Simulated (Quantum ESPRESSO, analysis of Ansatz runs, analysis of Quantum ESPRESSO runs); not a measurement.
# Reproducing a measured local vibrational mode: As-H pair in CdTe (Quantum ESPRESSO), part 2 of 2

Aim: the local vibrational mode of the As-H pair in CdTe, to be set beside the measurement. Set-up: PBE, GBRV 1.5 PBE, 32-site cell, PBE lattice, k: the single point 1/4 1/4 1/4, smearing 1.0 eV. The model is a cell of 32 host atoms with As put on another atom's site and H put in between. The frequencies come from force constants among the defect atom and its neighbours, with the masses of the isotopes named.

Quantum ESPRESSO 7.5; PBE, GBRV 1.5 PBE, 32-site cell, PBE lattice, k: the single point 1/4 1/4 1/4, smearing 1.0 eV.

So far: Set-up; Relaxation, charge 0.

## 3. Atom Cd7 moved by 0.015 A along x

Force constants come from the forces after small displacements. One such run is shown.

This step: Quantum ESPRESSO plane-wave DFT, PBE, GBRV 1.5 PBE potentials; single point of a defect supercell.

Contents of pw.in:

```
&CONTROL
  calculation = 'scf'
  prefix = 'pwscf'
  outdir = './tmp'
  pseudo_dir = './pseudo'
  tprnfor = .true.
  disk_io = 'low'
/
&SYSTEM
  ibrav = 0
  nat = 33
  ntyp = 4
  ecutwfc = 45
  ecutrho = 360
  nbnd = 148
  occupations = 'smearing'
  smearing = 'gaussian'
  degauss = 0.07349864
  nosym = .true.
/
&ELECTRONS
  conv_thr = 1d-10
  electron_maxstep = 100
  mixing_beta = 0.5
/
ATOMIC_SPECIES
Cd   112.4140 cd_pbe_v1.uspp.F.UPF
Te   127.6000 te_pbe_v1.uspp.F.UPF
As    74.9216 as_pbe_v1.uspp.F.UPF
H      1.0080 h_pbe_v1.4.uspp.F.UPF
CELL_PARAMETERS angstrom
  -6.6299189394    6.6299189394   -6.6299189394
   6.6299189394    6.6299189394    6.6299189394
   6.6299189394   -6.6299189394   -6.6299189394
ATOMIC_POSITIONS crystal
Cd    -0.0020199079   -0.0030321648   -0.0021009099
Cd    -0.0022200626    0.2476571281    0.7468768467
[... 4 atom lines left out ...]
Cd     0.2074566412    0.4582645435    0.2084443764
[... 1 atom line left out ...]
Cd     0.5015823096   -0.0091845469    0.5012655035
[... 2 atom lines left out ...]
Cd     0.5015032805    0.7512074282    0.7412832505
[... 3 atom lines left out ...]
Cd     0.7418058337    0.7515930784    0.5018391292
[... 2 atom lines left out ...]
Te    -0.0065828146    0.4999324911    0.2499237977
[... 1 atom line left out ...]
Te     0.2525062727   -0.0003958223    0.5000192188
Te     0.2503753792    0.2435560060    0.2503773026
Te     0.2504675319    0.5001440489   -0.0065484012
Te     0.2522649766    0.7497621336    0.7494870348
Te     0.4999382720   -0.0006667435    0.2520119095
[... 2 atom lines left out ...]
As     0.5332917769    0.7827186030    0.5329675648
[... 4 atom lines left out ...]
H      0.3971564293    0.6464515362    0.3966637823
K_POINTS crystal
1
0.25 0.25 0.25 1.0
```

Launch:

```bash
OMP_NUM_THREADS=1 pw.x -in pw.in > pw.out
```

Log:

```text
[banner, memory and clock lines left out]
          URL

     G-vector sticks info

     bravais-lattice index     =            0
     lattice parameter (alat)  =      21.7004  a.u.
     unit-cell volume          =    7866.4946 (a.u.)^3
     number of atoms/cell      =           33
     number of atomic types    =            4
     number of electrons       =       288.00
     number of Kohn-Sham states=          148
     kinetic-energy cutoff     =      45.0000  Ry
     charge density cutoff     =     360.0000  Ry
     scf convergence threshold =      1.0E-10
     mixing beta               =       0.5000
     number of iterations used =            8  plain     mixing
     Exchange-correlation=  SLA  PW   PBX  PBC
                           (   1   4   3   4   0   0   0)

     celldm(1)=  21.700399  celldm(2)=   0.000000  celldm(3)=   0.000000
     celldm(4)=   0.000000  celldm(5)=   0.000000  celldm(6)=   0.000000

     crystal axes: (cart. coord. in units of alat)
               a(1) = (  -0.577350   0.577350  -0.577350 )
               a(2) = (   0.577350   0.577350   0.577350 )
               a(3) = (   0.577350  -0.577350  -0.577350 )

     reciprocal axes: (cart. coord. in units 2 pi/alat)
               b(1) = (  0.000000  0.866025 -0.866025 )
               b(2) = (  0.866025  0.866025 -0.000000 )
               b(3) = (  0.866025  0.000000 -0.866025 )

     PseudoPot. # 1 for Cd read from file:
     cd_pbe_v1.uspp.F.UPF
     Pseudo is Ultrasoft + core correction, Zval = 12.0
     Generated by new atomic code, or converted to UPF format
     Using radial grid of  889 points,  6 beta functions with:
                l(1) =   0
                l(2) =   0
                l(3) =   1
                l(4) =   1
                l(5) =   2
                l(6) =   2
     Q(r) pseudized with  6 coefficients,  rinner =    1.000   1.000   1.000
                                                       1.000   1.000

     PseudoPot. # 2 for Te read from file:
     te_pbe_v1.uspp.F.UPF
     Pseudo is Ultrasoft + core correction, Zval =  6.0
     Generated by new atomic code, or converted to UPF format
     Using radial grid of  891 points,  5 beta functions with:
                l(1) =   0
                l(2) =   0
                l(3) =   1
                l(4) =   1
[...]
Q(r) pseudized with  6 coefficients,  rinner =    1.800   1.800   1.800
                                                       1.800   1.800

     PseudoPot. # 3 for As read from file:
     as_pbe_v1.uspp.F.UPF
     Pseudo is Ultrasoft + core correction, Zval =  5.0
     Generated by new atomic code, or converted to UPF format
     Using radial grid of  875 points,  6 beta functions with:
[...]
l(4) =   1
                l(5) =   2
                l(6) =   2
     Q(r) pseudized with  8 coefficients,  rinner =    1.300   1.300   1.300
                                                       1.300   1.300

     PseudoPot. # 4 for H  read from file:
     h_pbe_v1.4.uspp.F.UPF
     Pseudo is Ultrasoft, Zval =  1.0
     Generated by new atomic code, or converted to UPF format
     Using radial grid of  615 points,  2 beta functions with:
                l(1) =   0
                l(2) =   0
     Q(r) pseudized with  8 coefficients,  rinner =    0.700

     atomic species   valence    mass     pseudopotential
     Cd               12.00   112.41400     Cd( 1.00)
     Te                6.00   127.60000     Te( 1.00)
     As                5.00    74.92160     As( 1.00)
     H                 1.00     1.00800     H ( 1.00)

     No symmetry found

   Cartesian axes

     site n.     atom                  positions (alat units)
         1        Cd     tau(   1) = (  -0.0017974  -0.0017039   0.0006285  )
         2        Cd     tau(   2) = (   0.5754762  -0.2895064  -0.2869429  )
         3        Cd     tau(   3) = (   0.5793961  -0.0019175  -0.0020976  )
         4        Cd     tau(   4) = (   0.5794691   0.2909499   0.2904652  )
         5        Cd     tau(   5) = (   0.2867014  -0.2898926  -0.5761736  )
         6        Cd     tau(   6) = (   0.2907985  -0.0020292  -0.2912757  )
         7        Cd     tau(   7) = (   0.2651494   0.2640089   0.0244586  )
         8        Cd     tau(   8) = (   0.2904685   0.5796744   0.2907211  )
         9        Cd     tau(   9) = (  -0.0054856  -0.0051198  -0.5842972  )
        10        Cd     tau(  10) = (  -0.0021375   0.2907106  -0.2911983  )
        11        Cd     tau(  11) = (  -0.0019847   0.5797437  -0.0025185  )
        12        Cd     tau(  12) = (   0.5721468   0.2952728  -0.2838133  )
        13        Cd     tau(  13) = (  -0.2901960   0.2869101  -0.5760753  )
        14        Cd     tau(  14) = (  -0.2898888   0.5755140  -0.2868192  )
        15        Cd     tau(  15) = (   0.2872227   0.2873121  -0.5756868  )
        16        Cd     tau(  16) = (   0.2953876   0.5724773  -0.2840863  )
        17        Te     tau(  17) = (   0.4326576  -0.4326930  -0.4334252  )
        18        Te     tau(  18) = (   0.4314709  -0.1453585  -0.1429987  )
        19        Te     tau(  19) = (   0.4367303   0.1405420   0.1481432  )
        20        Te     tau(  20) = (   0.4314662   0.4316459   0.4339339  )
[...]
ethr =  2.19E-06,  avg # of iterations =  6.0

     negative rho (up, down):  3.526E-01 0.000E+00

     total energy              =   -2275.48426522 Ry
     estimated scf accuracy    <       0.00134143 Ry

     iteration #  6     ecut=    45.00 Ry     beta= 0.50
     Davidson diagonalization with overlap
     ethr =  4.66E-07,  avg # of iterations =  5.0

     negative rho (up, down):  3.530E-01 0.000E+00

     total energy              =   -2275.48444684 Ry
     estimated scf accuracy    <       0.00017388 Ry

     iteration #  7     ecut=    45.00 Ry     beta= 0.50
     Davidson diagonalization with overlap
     ethr =  6.04E-08,  avg # of iterations =  7.0

     negative rho (up, down):  3.532E-01 0.000E+00

     total energy              =   -2275.48454834 Ry
     estimated scf accuracy    <       0.00003921 Ry

     iteration #  8     ecut=    45.00 Ry     beta= 0.50
     Davidson diagonalization with overlap
     ethr =  1.36E-08,  avg # of iterations =  5.0

     negative rho (up, down):  3.534E-01 0.000E+00

     total energy              =   -2275.48455167 Ry
     estimated scf accuracy    <       0.00000880 Ry

     iteration #  9     ecut=    45.00 Ry     beta= 0.50
     Davidson diagonalization with overlap
     ethr =  3.05E-09,  avg # of iterations =  6.0

     negative rho (up, down):  3.534E-01 0.000E+00

     total energy              =   -2275.48455634 Ry
     estimated scf accuracy    <       0.00000068 Ry

     iteration # 10     ecut=    45.00 Ry     beta= 0.50
     Davidson diagonalization with overlap
     ethr =  2.38E-10,  avg # of iterations =  9.0

     negative rho (up, down):  3.534E-01 0.000E+00

     total energy              =   -2275.48455728 Ry
     estimated scf accuracy    <       0.00000017 Ry

     iteration # 11     ecut=    45.00 Ry     beta= 0.50
     Davidson diagonalization with overlap
     ethr =  5.93E-11,  avg # of iterations =  6.0

     negative rho (up, down):  3.535E-01 0.000E+00

     total energy              =   -2275.48455730 Ry
     estimated scf accuracy    <       0.00000002 Ry

     iteration # 12     ecut=    45.00 Ry     beta= 0.50
     Davidson diagonalization with overlap
     ethr =  8.60E-12,  avg # of iterations = 10.0

     negative rho (up, down):  3.535E-01 0.000E+00

     total energy              =   -2275.48455732 Ry
     estimated scf accuracy    <       0.00000001 Ry

     iteration # 13     ecut=    45.00 Ry     beta= 0.50
     Davidson diagonalization with overlap
     ethr =  4.12E-12,  avg # of iterations =  8.0

     negative rho (up, down):  3.535E-01 0.000E+00

     total energy              =   -2275.48455732 Ry
     estimated scf accuracy    <          2.2E-09 Ry

     iteration # 14     ecut=    45.00 Ry     beta= 0.50
     Davidson diagonalization with overlap
     ethr =  7.62E-13,  avg # of iterations =  8.0

     negative rho (up, down):  3.535E-01 0.000E+00

     total energy              =   -2275.48455732 Ry
     estimated scf accuracy    <          2.5E-10 Ry

     iteration # 15     ecut=    45.00 Ry     beta= 0.50
     Davidson diagonalization with overlap
     ethr =  1.00E-13,  avg # of iterations =  6.0

     negative rho (up, down):  3.535E-01 0.000E+00

     End of self-consistent calculation

          k = 0.4330 0.4330-0.4330 ( 40140 PWs)   bands (ev):

    -6.3666  -6.3339  -6.3309  -6.3234  -6.1676  -6.1559  -6.1539  -6.1135
    -6.1081  -6.1075  -6.0902  -6.0898  -6.0885  -6.0883  -6.0720  -6.0716
    -3.8632  -3.7930  -3.7900  -3.7391  -3.7374  -3.6893  -3.6835  -3.6829
    -3.6768  -3.6765  -3.6631  -3.6626  -3.6623  -3.6410  -3.6398  -3.6393
    -3.6378  -3.6333  -3.6325  -3.6323  -3.6283  -3.6278  -3.6274  -3.6200
    -3.6151  -3.6144  -3.6060  -3.6055  -3.6039  -3.5695  -3.5692  -3.5665
    -3.5589  -3.5588  -3.5473  -3.5426  -3.5421  -3.5415  -3.5239  -3.5238
    -3.5219  -3.5216  -3.5193  -3.5193  -3.5170  -3.5152  -3.5145  -3.5126
    -3.5093  -3.5089  -3.5053  -3.5035  -3.5028  -3.4948  -3.4946  -3.4894
    -3.4852  -3.4850  -3.4844  -3.4823  -3.4784  -3.4781  -3.4277  -3.3935
[...]
0.5450   0.5640   0.6409   0.6413   1.4367   1.7373   1.7895   1.7909
     1.9466   2.4007   2.4022   2.4398   2.4703   2.4724   2.4732   2.4740
     2.4882   2.4886   2.6098   2.6122   2.8519   3.0628   3.0653   3.0979
     3.1022   3.1032   3.1063   3.1259   3.1282   3.1288   3.2821   3.2838
     3.7804   3.9214   3.9235   3.9517   3.9527   3.9537   4.0726   4.0741
     6.0239   6.1490   6.2160   6.2167

     the Fermi energy is     5.1899 ev

!    total energy              =   -2275.48455732 Ry
     estimated scf accuracy    <          3.0E-11 Ry
     smearing contrib. (-TS)   =      -0.14669043 Ry
     internal energy E=F+TS    =   -2275.33786688 Ry

     The total energy is F=E-TS. E is the sum of the following terms:
     one-electron contribution =    -790.90883348 Ry
     hartree contribution      =     589.69649040 Ry
     xc contribution           =    -878.62731142 Ry
     ewald contribution        =   -1195.49821238 Ry

     convergence has been achieved in  15 iterations

     negative rho (up, down):  3.535E-01 0.000E+00

     Forces acting on atoms (cartesian axes, Ry/au):

     atom    1 type  1   force =    -0.00000396   -0.00000168   -0.00022324
     atom    2 type  1   force =     0.00011653    0.00033262   -0.00004331
     atom    3 type  1   force =    -0.00005363   -0.00014190   -0.00007080
     atom    4 type  1   force =    -0.00000866   -0.00003217    0.00005518
     atom    5 type  1   force =    -0.00006782   -0.00009558    0.00000675
     atom    6 type  1   force =    -0.00021369    0.00005839    0.00030722
     atom    7 type  1   force =    -0.00212256    0.00111106   -0.00052747
     atom    8 type  1   force =    -0.00009482   -0.00025244   -0.00017187
     atom    9 type  1   force =    -0.00006473   -0.00008800    0.00007729
     atom   10 type  1   force =    -0.00001028   -0.00014923    0.00028093
[...]
atom   29 type  2   force =    -0.00008345   -0.00014851    0.00004732
     atom   30 type  2   force =    -0.00000408    0.00003840   -0.00009114
     atom   31 type  2   force =     0.00014084    0.00041011    0.00021879
     atom   32 type  2   force =    -0.00001347   -0.00031933   -0.00031879
     atom   33 type  4   force =    -0.00018721   -0.00009687    0.00009442

     Total force =     0.003602     Total SCF correction =     0.000015
```

Wall time 12 min (1 thread of Arm Neoverse V2, shared host); peak memory 3.8 GiB.

The run converged, but on settings that a careful run would not use, so its numbers are not the defect's.

## 4. Local vibrational modes

Analysis of the runs above: force constants by central differences of Quantum ESPRESSO plane-wave DFT, PBE, GBRV 1.5 PBE potentials forces among the atoms nearest to a defect, the others at rest.

The run converged, but on settings that a careful run would not use, so its numbers are not the defect's.

## 5. Outcome

This set-up is not sound: a smearing of tenths of an eV fills levels on both sides of the Fermi level in part. For the record: As-H stretch, 1H: computed 1898 cm⁻¹, measured 2022 cm⁻¹; 124 cm⁻¹ (6 %) below the measurement.

[Logs are printed without paths, hosts, clocks, repeated set-up lines and the standing remarks that a program may print on its own settings, such as how far it seeks lower states.]

[Hosts, paths, dates, database ids (printed as entryN), source tags and the programs' standing remarks are cut or masked in the printed files.]

[For some hosts the program warned that the k-mesh of the response run may be too coarse for force constants and the static dielectric constant; such warnings are not shown here.]
